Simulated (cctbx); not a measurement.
# Resonant diffraction in Sr2TbFe9

Space group R-3m (no. 166), a = 5.4450 Å, b = 5.4450 Å, c = 27.0550 Å, α = 90.00°, β = 90.00°, γ = 120.00°.

| atom | mult. | x | y | z | Ueq (Å²) |
| --- | --- | --- | --- | --- | --- |
| Tb1 | 3 | 0 | 0 | 0 | 0.0040 |
| Sr1 | 6 | 0 | 0 | 0.8570 | 0.0037 |
| Fe1 | 18 | 0.4994 | 0.9988 | 0.9157 | 0.0048 |
| Fe2 | 6 | 2/3 | 1/3 | 0.6680 | 0.0053 |
| Fe3 | 3 | 2/3 | 1/3 | 5/6 | 0.0054 |

This is a model crystal, built by substitution and not relaxed, with assumed displacement parameters.

Calculated with cctbx: free-atom f′ and f″ from the Sasaki tables, no fine structure; amplitudes in electrons.

| E (eV) | F 1 2 2 | F 1 0 1 | F 3 0 3 | F 2 0 2 |
| --- | --- | --- | --- | --- |
| 15505 | 63.7 | 31.1 | 69.5 | 293.7 |
| 15855 | 64.7 | 28.2 | 73.6 | 294.7 |
| 15985 | 65.6 | 25.6 | 77.2 | 295.6 |
| 16045 | 66.5 | 23.1 | 80.7 | 296.5 |
| 16075 | 67.4 | 20.6 | 84.3 | 297.5 |
| 16090 | 68.3 | 18.1 | 87.9 | 298.4 |
| 16097 | 69.1 | 16.0 | 91.1 | 299.2 |
| 16101 | 70.0 | 13.7 | 94.5 | 300.1 |
| 16109 | 69.9 | 20.7 | 95.3 | 300.2 |
| 16113 | 68.8 | 22.6 | 90.8 | 299.1 |
| 16120 | 67.9 | 24.3 | 87.1 | 298.2 |
| 16135 | 66.9 | 26.4 | 83.2 | 297.2 |
| 16165 | 65.9 | 28.5 | 79.3 | 296.2 |
| 16255 | 64.6 | 31.4 | 74.1 | 294.9 |
| 16505 | 63.2 | 34.6 | 68.6 | 293.5 |

**Question.** Which edge is crossed, and why do the reflections move as they do?

The K edge of Sr. The edge is at 16105 eV. f′ of Sr falls from -4.4 e at 15985 eV to -7.7 e at 4 eV below it, and f″ steps from 0.52 to 3.77 e across it. Over that approach |F| changes by +7 % (1 2 2), -46 % (1 0 1), +22 % (3 0 3) and +2 % (2 0 2): a reflection falls where Sr scatters in phase with the total and rises where it scatters against it; it hardly moves where the Sr term is small or cancels by symmetry. Above the edge the larger f″ enters the imaginary part, where it can add to or cancel the other atoms' f″. The structure is centrosymmetric, so Friedel mates stay equal.
